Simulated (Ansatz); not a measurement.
# Cu wire along [111], 13 atoms a period: bands along the axis

Wanted: the relaxed geometry and the bands of the Cu wire along [111], 13 atoms a period.

Calculated with Ansatz 0.2.0; DFT PBE, plane waves, PAW; relaxation of a wire's period; PAW set soft_1, in the first sound run; inputs show where later runs differ.

## (1) The structure

The cell holds 13 atoms: 13 Cu. Cell: a = 11.934 Å, b = 11.246 Å, c = 6.287 Å, α = 90.0°, β = 90.0°, γ = 90.0°. Vacuum lies along a and b. The structure's axis is c.

## (2) The relaxed wire

Band widths follow the bond lengths, so the wire is relaxed first. The atoms and the third cell vector are free; the box across stays fixed as vacuum. A Fermi-Dirac smearing is set since the result may be a metal. The pressure printed is a third of the stress's trace over the whole box, vacuum included; only the stress along the axis is relaxed.

File input.yaml:

```yaml
crystal:
  lattice:
    - [11.934, 0.0, 0.0]
    - [0.0, 11.246, 0.0]
    - [0.0, 0.0, 6.2873444315]
  atoms:
    - { symbol: Cu, position: [0.284900285, 0.49999217, 0.0] }
    - { symbol: Cu, position: [0.392441663, 0.697654622, 0.0] }
    - { symbol: Cu, position: [0.499983041, 0.49999217, 0.0] }
    - { symbol: Cu, position: [0.60752442, 0.697654622, 0.0] }
    - { symbol: Cu, position: [0.392441663, 0.434104686, 0.333333333] }
    - { symbol: Cu, position: [0.499983041, 0.631767138, 0.333333333] }
    - { symbol: Cu, position: [0.60752442, 0.434104686, 0.333333333] }
    - { symbol: Cu, position: [0.392441663, 0.565879654, 0.666666667] }
    - { symbol: Cu, position: [0.499983041, 0.368217201, 0.666666667] }
    - { symbol: Cu, position: [0.60752442, 0.565879654, 0.666666667] }
    - { symbol: Cu, position: [0.392441663, 0.302329717, 0.0] }
    - { symbol: Cu, position: [0.60752442, 0.302329717, 0.0] }
    - { symbol: Cu, position: [0.715065798, 0.49999217, 0.0] }
kpoints:
  mp_grid: { grid: [1, 1, 13] }
scf:
  occupations: { method: fermi_dirac, width: 0.05 }
hamiltonian:
  xc: pbe
  pseudopotentials: { kind: paw, azcp: { folder: soft_1 } }
relax:
  cell: { fix: [a, b, alpha, beta, gamma] }
  max_steps: 45
  f_tol: 0.03
```

Command:

```
$ ansatz run input.yaml --threads 4 --pin off --max-ram 16384MiB --backend cpu --events-out ev --progress --plain --runs-dir out
```

Numbers of over 12 decimals in the logs are rounded to 6 here.

Log:

```text
Engine: ansatz 0.2.0, x86_64-unknown-linux-gnu
Pseudopotentials: kind: paw
Pseudopotential: Cu, paw, valence charge 19, recommended cutoff 420 eV (normal), soft_1/Cu.paw.azcp
Functional definition: PBE
  parameter kappa = 0.804
  parameter beta = 0.066725
  exchange = pbe_x(kappa = kappa, mu = beta*pi^2/3)
  correlation = pbe_c(beta = beta)
Crystal: 13 atoms, lattice volume = 843.823 Å³
Basis set: ecut = 420 eV, 16531 PW (Γ), exchange–correlation on 160×160×90 points (8 copies of the dense FFT grid, shifted against one another)
Bands: 149, of which v1, the nominal top of the filled ones, is band 124 counted from 1 (123 counted from 0)
Symmetry: 4 space group operations
Space group: P2/m (ITA 10), of the structure as read, at distance tolerance 9.4e-5 Å
k-points: 7 of 13
Non-local potential: Cu, projectors of the file, l = 0: 3, l = 1: 2, l = 2: 3, l = 3: 1
PAW form: soft (Blöchl's): semilocal exchange-correlation on the pseudo side does not see the compensation charge
PAW one-centre angular grid: Cu, 590 points (default); XC on 64 Gauss nodes
Initial density: superposition of atomic densities (neutral atoms: chi_scale 0, normalization atom)
Initial wavefunctions: pseudopotential atomic-orbital guess
Functional: x = pbe(κ = 0.804, μ = 0.219515), c = pbe(β = 0.066725)
SCF iter   1: F=—  HF=-86120.604366 eV  |F-HF|=—  |Δ(HF+E_count)|=         —  Δρ=8.03e-2  dr2=3.63e1  ethr=3.10e-3  ⟨swp⟩=8.1  Hψ=4471  notcnv=0  defer=30
preconditioner: auto → LDOS  [metal: Δε(μ)=0.036 eV  Ē_g=5.375 eV  σ=0.050 eV  W_gap=0.18  n_scr=158 (ndim 8)  ℏωp=15.3 eV  f_vac=0.688  D(μ)=13.98/eV (n_scr^D=74)  β→1.0]
SCF iter   2: F=—  HF=-86147.911545 eV  |F-HF|=—  |Δ(HF+E_count)|=    2.73e1  Δρ=1.47e-1  dr2=1.10e2  ethr=3.10e-3  ⟨swp⟩=4.0  Hψ=2756  notcnv=0  defer=111  recentre
SCF iter   3: F=—  HF=-86114.580468 eV  |F-HF|=—  |Δ(HF+E_count)|=    3.33e1  Δρ=3.13e-2  dr2=5.74e0  ethr=3.10e-3  ⟨swp⟩=4.0  Hψ=2768  notcnv=0  defer=105
SCF iter   4: F=—  HF=-86113.844673 eV  |F-HF|=—  |Δ(HF+E_count)|=   7.36e-1  Δρ=1.31e-2  dr2=1.36e0  ethr=2.32e-3  ⟨swp⟩=2.1  Hψ=1745  notcnv=0  defer=103
SCF iter   5: F=—  HF=-86113.968841 eV  |F-HF|=—  |Δ(HF+E_count)|=   1.24e-1  Δρ=1.63e-2  dr2=1.59e0  ethr=5.50e-4  ⟨swp⟩=2.0  Hψ=1741  notcnv=0  defer=103
SCF iter   6: F=—  HF=-86113.797004 eV  |F-HF|=—  |Δ(HF+E_count)|=   1.72e-1  Δρ=6.65e-3  dr2=3.01e-1  ethr=5.50e-4  ⟨swp⟩=2.0  Hψ=1404  notcnv=0  defer=103
SCF iter   7: F=—  HF=-86113.808938 eV  |F-HF|=—  |Δ(HF+E_count)|=   1.19e-2  Δρ=4.20e-3  dr2=1.19e-1  ethr=1.22e-4  ⟨swp⟩=2.0  Hψ=1267  notcnv=0  defer=103
SCF iter   8: F=—  HF=-86113.831692 eV  |F-HF|=—  |Δ(HF+E_count)|=   2.28e-2  Δρ=3.71e-3  dr2=8.66e-2  ethr=4.82e-5  ⟨swp⟩=2.0  Hψ=1488  notcnv=0  defer=103
SCF iter   9: F=—  HF=-86113.835232 eV  |F-HF|=—  |Δ(HF+E_count)|=   3.54e-3  Δρ=1.57e-3  dr2=1.49e-2  ethr=3.51e-5  ⟨swp⟩=2.0  Hψ=1477  notcnv=0  defer=103
SCF iter  10: F=—  HF=-86113.833398 eV  |F-HF|=—  |Δ(HF+E_count)|=   1.83e-3  Δρ=7.72e-4  dr2=3.95e-3  ethr=6.03e-6  ⟨swp⟩=2.0  Hψ=1504  notcnv=0  defer=103
SCF iter  11: F=—  HF=-86113.834719 eV  |F-HF|=—  |Δ(HF+E_count)|=   1.32e-3  Δρ=2.40e-4  dr2=5.63e-4  ethr=1.60e-6  ⟨swp⟩=2.0  Hψ=1426  notcnv=0  defer=103
SCF iter  12: F=—  HF=-86113.834926 eV  |F-HF|=—  |Δ(HF+E_count)|=   2.08e-4  Δρ=1.29e-4  dr2=1.35e-4  ethr=2.28e-7  ⟨swp⟩=2.0  Hψ=1430  notcnv=0  defer=103
SCF iter  13: F=—  HF=-86113.834982 eV  |F-HF|=—  |Δ(HF+E_count)|=   5.58e-5  Δρ=1.05e-4  dr2=6.16e-5  ethr=5.47e-8  ⟨swp⟩=2.0  Hψ=1655  notcnv=0  defer=103
SCF iter  14: F=—  HF=-86113.834848 eV  |F-HF|=—  |Δ(HF+E_count)|=   1.34e-4  Δρ=5.70e-5  dr2=1.65e-5  ethr=2.50e-8  ⟨swp⟩=2.0  Hψ=1436  notcnv=0  defer=103
SCF iter  15: F=—  HF=-86113.834856 eV  |F-HF|=—  |Δ(HF+E_count)|=   7.98e-6  Δρ=2.37e-5  dr2=4.41e-6  ethr=6.68e-9  ⟨swp⟩=2.0  Hψ=1423  notcnv=0  defer=103
SCF iter  16: F=—  HF=-86113.834858 eV  |F-HF|=—  |Δ(HF+E_count)|=   2.08e-6  Δρ=7.97e-6  dr2=7.63e-7  ethr=1.78e-9  ⟨swp⟩=2.0  Hψ=1406  notcnv=0  defer=103
SCF iter  17: F=—  HF=-86113.834859 eV  |F-HF|=—  |Δ(HF+E_count)|=   8.04e-7  Δρ=9.01e-6  dr2=5.14e-7  ethr=3.09e-10  ⟨swp⟩=2.0  Hψ=1451  notcnv=0  defer=103
SCF iter  18: F=—  HF=-86113.834859 eV  |F-HF|=—  |Δ(HF+E_count)|=   8.66e-9  Δρ=6.41e-6  dr2=2.33e-7  ethr=2.08e-10  ⟨swp⟩=2.0  Hψ=1429  notcnv=0  defer=103
SCF iter  19: F=-86113.834859 eV  HF=-86113.834859 eV  |F-HF|=6.01e-9  |Δ(HF+E_count)|=   4.63e-9  Δρ=2.09e-6  dr2=3.41e-8  ethr=4.05e-11  ⟨swp⟩=3.0  Hψ=3457  notcnv=0
SCF 1 converged in 19 iterations: F = -86113.834859 eV  dr2 = 3.41e-8
  greatest PAW one-centre occupation: 1.000 electrons in one spin orbital (limit 2), on the Cu atom at site 11 (counted from 0), in its partial waves of l = 0
relax step   1: F+E_penalty+E_count = -86113.83485917 eV  Δ(F+E_penalty+E_count) = +0.000e0 eV  max|allowed force component| = 8.469e-1 eV/Å  Δτ_max = 0.0000 Å  P = -1.704 GPa  Ω = 843.823 Å³  fix = [a, b, alpha, beta, gamma]  reactions: a -1.453, b -1.420 GPa; alpha +0.001 GPa/rad  (19 SCF iters, dr2 threshold 1.00e-7 eV, accepted)
Crystal: 13 atoms, lattice volume = 824.491 Å³
Basis set: ecut = 420 eV, 16159 PW (Γ), exchange–correlation on 160×160×90 points (8 copies of the dense FFT grid, shifted against one another)
Initial density: handed on by an earlier stage of this run
Initial wavefunctions: those handed on with the density
iter 1 solved again at ethr=1.01e-4 eV; its pass at ethr=3.10e-3 eV (dr2=2.49e-1 eV) is discarded
SCF iter   1: F=—  HF=-86114.369479 eV  |F-HF|=—  |Δ(HF+E_count)|=         —  Δρ=7.01e-3  dr2=2.58e-1  ethr=1.01e-4  ⟨swp⟩=3.3  Hψ=4930  notcnv=0
preconditioner: auto → LDOS  [metal: Δε(μ)=0.058 eV  Ē_g=5.991 eV  σ=0.050 eV  W_gap=0.27  n_scr=158 (ndim 8)  ℏωp=15.5 eV  f_vac=0.697  D(μ)=8.88/eV (n_scr^D=38)  β→1.0]
SCF iter   2: F=—  HF=-86114.695310 eV  |F-HF|=—  |Δ(HF+E_count)|=   3.26e-1  Δρ=1.93e-2  dr2=1.69e0  ethr=1.01e-4  ⟨swp⟩=3.1  Hψ=2173  notcnv=0  recentre
SCF iter   3: F=—  HF=-86114.326785 eV  |F-HF|=—  |Δ(HF+E_count)|=   3.69e-1  Δρ=2.45e-3  dr2=3.35e-2  ethr=1.01e-4  ⟨swp⟩=2.0  Hψ=2095  notcnv=0  defer=103
SCF iter   4: F=—  HF=-86114.320292 eV  |F-HF|=—  |Δ(HF+E_count)|=   6.49e-3  Δρ=4.87e-4  dr2=1.55e-3  ethr=1.35e-5  ⟨swp⟩=2.0  Hψ=1434  notcnv=0  defer=103
SCF iter   5: F=—  HF=-86114.320772 eV  |F-HF|=—  |Δ(HF+E_count)|=   4.80e-4  Δρ=6.62e-4  dr2=2.18e-3  ethr=6.29e-7  ⟨swp⟩=2.0  Hψ=1521  notcnv=0  defer=103
SCF iter   6: F=—  HF=-86114.320484 eV  |F-HF|=—  |Δ(HF+E_count)|=   2.88e-4  Δρ=1.42e-4  dr2=1.17e-4  ethr=6.29e-7  ⟨swp⟩=2.0  Hψ=1427  notcnv=0  defer=103
[...]
relax step   4: F+E_penalty+E_count = -86114.49892356 eV  Δ(F+E_penalty+E_count) = -1.948e-2 eV  max|allowed force component| = 2.227e-2 eV/Å  Δτ_max = 0.0451 Å  P = -0.024 GPa  Ω = 793.574 Å³  energy of the carried Pulay correction = +9.063e-3 eV  fix = [a, b, alpha, beta, gamma]  reactions: a -0.028, b -0.031 GPa; alpha -0.005 GPa/rad  (10 SCF iters, dr2 threshold 7.03e-7 eV, accepted)
Basis set: ecut = 420 eV, 15461 PW (Γ), exchange–correlation on 160×160×80 points (8 copies of the dense FFT grid, shifted against one another)
Initial wavefunctions: pseudopotential atomic-orbital guess (no wavefunctions were taken with the density)
iter 1 solved again at ethr=4.40e-6 eV; its pass at ethr=3.10e-3 eV (dr2=1.09e-2 eV) is discarded
SCF iter   1: F=—  HF=-86114.488943 eV  |F-HF|=—  |Δ(HF+E_count)|=         —  Δρ=1.16e-4  dr2=2.70e-5  ethr=4.40e-6  ⟨swp⟩=4.0  Hψ=7238  notcnv=0
eigensolver tolerance schedule: the retry pair's looser diagonalisation over-reported the residual by 401.64 of it (diagonalisation noise at 1.33 of the residual, at the tolerance the schedule requests for it); recorded, not acted on — ethr = c·dr2/N_el stays at c = 1.0e-1
preconditioner: auto → LDOS  [metal: Δε(μ)=0.034 eV  Ē_g=6.242 eV  σ=0.050 eV  W_gap=0.17  n_scr=144 (ndim 8)  ℏωp=15.8 eV  f_vac=0.697  D(μ)=8.36/eV (n_scr^D=38)  β→1.0]
SCF iter   2: F=—  HF=-86114.489204 eV  |F-HF|=—  |Δ(HF+E_count)|=   2.62e-4  Δρ=4.92e-4  dr2=1.14e-3  ethr=1.09e-8  ⟨swp⟩=3.0  Hψ=2411  notcnv=0
SCF iter   3: F=—  HF=-86114.489425 eV  |F-HF|=—  |Δ(HF+E_count)|=   2.20e-4  Δρ=7.07e-4  dr2=2.19e-3  ethr=1.09e-8  ⟨swp⟩=3.0  Hψ=2571  notcnv=0
SCF iter   4: F=—  HF=-86114.488947 eV  |F-HF|=—  |Δ(HF+E_count)|=   4.78e-4  Δρ=9.49e-5  dr2=4.55e-5  ethr=1.09e-8  ⟨swp⟩=3.0  Hψ=2380  notcnv=0
SCF iter   5: F=—  HF=-86114.488973 eV  |F-HF|=—  |Δ(HF+E_count)|=   2.64e-5  Δρ=8.92e-5  dr2=4.23e-5  ethr=1.09e-8  ⟨swp⟩=2.0  Hψ=1889  notcnv=0
SCF iter   6: F=—  HF=-86114.488965 eV  |F-HF|=—  |Δ(HF+E_count)|=   8.17e-6  Δρ=2.50e-5  dr2=4.25e-6  ethr=1.09e-8  ⟨swp⟩=2.0  Hψ=1515  notcnv=0
SCF iter   7: F=—  HF=-86114.488709 eV  |F-HF|=—  |Δ(HF+E_count)|=   2.56e-4  Δρ=9.25e-6  dr2=5.61e-7  ethr=1.72e-9  ⟨swp⟩=2.0  Hψ=1207  notcnv=0
SCF iter   8: F=—  HF=-86114.488710 eV  |F-HF|=—  |Δ(HF+E_count)|=   9.99e-7  Δρ=1.06e-5  dr2=5.63e-7  ethr=2.27e-10  ⟨swp⟩=2.0  Hψ=1549  notcnv=0
SCF iter   9: F=—  HF=-86114.488710 eV  |F-HF|=—  |Δ(HF+E_count)|=   2.57e-8  Δρ=1.44e-6  dr2=1.49e-8  ethr=2.27e-10  ⟨swp⟩=2.0  Hψ=1454  notcnv=0
SCF iter  10: F=—  HF=-86114.488710 eV  |F-HF|=—  |Δ(HF+E_count)|=   8.66e-9  Δρ=9.53e-7  dr2=6.21e-9  ethr=6.05e-12  ⟨swp⟩=2.0  Hψ=1553  notcnv=0
SCF iter  11: F=—  HF=-86114.488710 eV  |F-HF|=—  |Δ(HF+E_count)|=   2.17e-9  Δρ=9.72e-7  dr2=5.09e-9  ethr=2.51e-12  ⟨swp⟩=2.0  Hψ=1733  notcnv=0
SCF iter  12: F=—  HF=-86114.488710 eV  |F-HF|=—  |Δ(HF+E_count)|=   1.21e-9  Δρ=2.03e-7  dr2=3.42e-10  ethr=2.06e-12  ⟨swp⟩=2.0  Hψ=1472  notcnv=0
SCF iter  13: F=—  HF=-86114.488710 eV  |F-HF|=—  |Δ(HF+E_count)|=  4.66e-10  Δρ=1.80e-7  dr2=1.83e-10  ethr=1.00e-12  ⟨swp⟩=4.1  Hψ=3315  notcnv=0
SCF iter  14: F=-86114.488710 eV  HF=-86114.488710 eV  |F-HF|=5.82e-11  |Δ(HF+E_count)|=  1.75e-10  Δρ=7.24e-8  dr2=3.84e-11  ethr=1.00e-12  ⟨swp⟩=4.0  Hψ=3277  notcnv=0
SCF 5 converged in 14 iterations: F = -86114.488710 eV  dr2 = 3.84e-11
relax step   5: F+E_penalty+E_count = -86114.48871018 eV  Δ(F+E_penalty+E_count) = +1.021e-2 eV  max|allowed force component| = 2.228e-2 eV/Å  Δτ_max = 0.0000 Å  P = -0.021 GPa  Ω = 793.574 Å³  fix = [a, b, alpha, beta, gamma]  reactions: a -0.024, b -0.028 GPa; alpha -0.005 GPa/rad  stress off target by 9.99e-3 GPa on what of the cell is left free  SCF on the basis re-selected at this cell (its energy is not comparable with the rows above)  (14 SCF iters)
basis re-selected at this cell: Δ(F+E_penalty+E_count) = +1.021e-2 eV, ΔP = +0.003 GPa vs the last step (what re-selecting the basis moved, of the pressure what is left beyond the Pulay correction that the steps carried, after the strain that the cell walked since its last selection, with what the two solves' SCF thresholds leave and, on support functions, any second-order correction that the steps lacked; it is no measure of the basis error at this ecutwfc). The dense FFT grid was sized anew with the basis: this SCF ran on 80×80×40 points, the steps before it on 80×80×45, so part of this shift can come from that change (see relax.cell in the input reference). [rest of the remark cut]
SCF converged after 14 iterations
Free energy (F): -86114.488710 eV
Harris-Foulkes:  -86114.488710 eV  (|F-HF|=5.82e-11)
Internal energy: -86114.418739 eV  (E = F + TS)
E sigma→0 (E₀):  -86114.453725 eV
Entropy (-TS):   -0.069971 eV (-5.382 meV/atom)
Fermi energy:    -0.332207 eV
--- Per-component energies (eV) ---
  E_band       = -8736.601961
  E_kinetic    = 3399.945188
  E_local      = -198838.783311  (includes V_loc(G=0)·N_el)
  E_nonlocal   = 11660.959078
  E_hartree    = 92976.246632
  E_xc         = -872.684464
  E_vxc        = -1124.488494  (∫ρ·V_xc dr)
  E_paw        = -23673.830019  (= ΣΔE_a)
  E_vpaw       = -9786.741707  (= ΣTr[D̂ρ^β])
  E_aug_tail   = 0.013057  (compensation charges beyond the density's cutoff)
  E_ewald      = 29233.715099
  E_smearing   = -0.069971  (= −TS)
  E_closure    = 0.000000  (closes the sum)
  Σ components = -86114.488710   (vs F -86114.488710, Δ=0.00e0)
--- Forces (eV/Å), atoms counted from 1 ---
  atom   1  Cu     0.00976948    -0.00000000    -0.00000000
  atom   2  Cu     0.02228466    -0.00693786    -0.00460087
  atom   3  Cu    -0.00000000     0.00000000     0.00000000
  atom   4  Cu    -0.02228466    -0.00693786    -0.00460087
  atom   5  Cu    -0.01908987    -0.01040644    -0.00034729
  atom   6  Cu    -0.00000000    -0.01193570     0.01685511
  atom   7  Cu     0.01908987    -0.01040644    -0.00034729
  atom   8  Cu    -0.01908987     0.01040644     0.00034729
  atom   9  Cu     0.00000000     0.01193570    -0.01685511
  atom  10  Cu     0.01908987     0.01040644     0.00034729
  atom  11  Cu     0.02228466     0.00693786     0.00460087
  atom  12  Cu    -0.02228466     0.00693786     0.00460087
  atom  13  Cu    -0.00976948     0.00000000     0.00000000
  max |Σ_I F_I| component: 3.47e-18 eV/Å
--- Stress (GPa, compression-positive) ---
       -0.024322      -0.000000       0.000000
       -0.000000      -0.028330       0.005375
        0.000000       0.005375      -0.009991
  P = ⅓ Tr σ = -0.0209 GPa (-0.209 kbar)
--- Relaxed structure (4 steps of the walk, 4 accepted, 1 SCFs on fresh bases) ---
  F+E_penalty+E_count = -86114.48871018 eV   max|allowed force component| = 2.228e-2 eV/Å   (the final SCF, on the basis selected at the relaxed cell)
  cell:  # Å, volume = 793.5743 Å³
    - [11.934, 0, 0]
    - [0, 11.246, 0]
    - [0, 0, 5.912940]
  atoms:
    - { symbol: Cu, position: [0.293503, 0.500000, 1.867332986891479e-18] }
    - { symbol: Cu, position: [0.396713, 0.690536, -0.00179468] }
    - { symbol: Cu, position: [0.499983, 0.500000, 0] }
    - { symbol: Cu, position: [0.603253, 0.690536, -0.00179468] }
    - { symbol: Cu, position: [0.392593, 0.433926, 0.338909] }
    - { symbol: Cu, position: [0.499983, 0.633959, 0.337477] }
    - { symbol: Cu, position: [0.607373, 0.433926, 0.338909] }
    - { symbol: Cu, position: [0.392593, 0.566074, 0.661091] }
    - { symbol: Cu, position: [0.499983, 0.366041, 0.662523] }
    - { symbol: Cu, position: [0.607373, 0.566074, 0.661091] }
    - { symbol: Cu, position: [0.396713, 0.309464, 0.00179468] }
    - { symbol: Cu, position: [0.603253, 0.309464, 0.00179468] }
    - { symbol: Cu, position: [0.706463, 0.500000, -1.758232377716629e-18] }
```

The job ended after 75 s (4 threads of Intel Xeon Platinum 8488C (Sapphire Rapids), shared host; peak memory 2.6 GiB; 4.8 min of CPU time).

[end of part 1 of 2]

[Logs are printed without paths, hosts, clocks, repeated set-up lines and the standing remarks that a program may print on its own settings, such as how far it seeks lower states.]

[Hosts, paths, dates, database ids (printed as entryN), source tags and the programs' standing remarks are cut or masked in the printed files.]
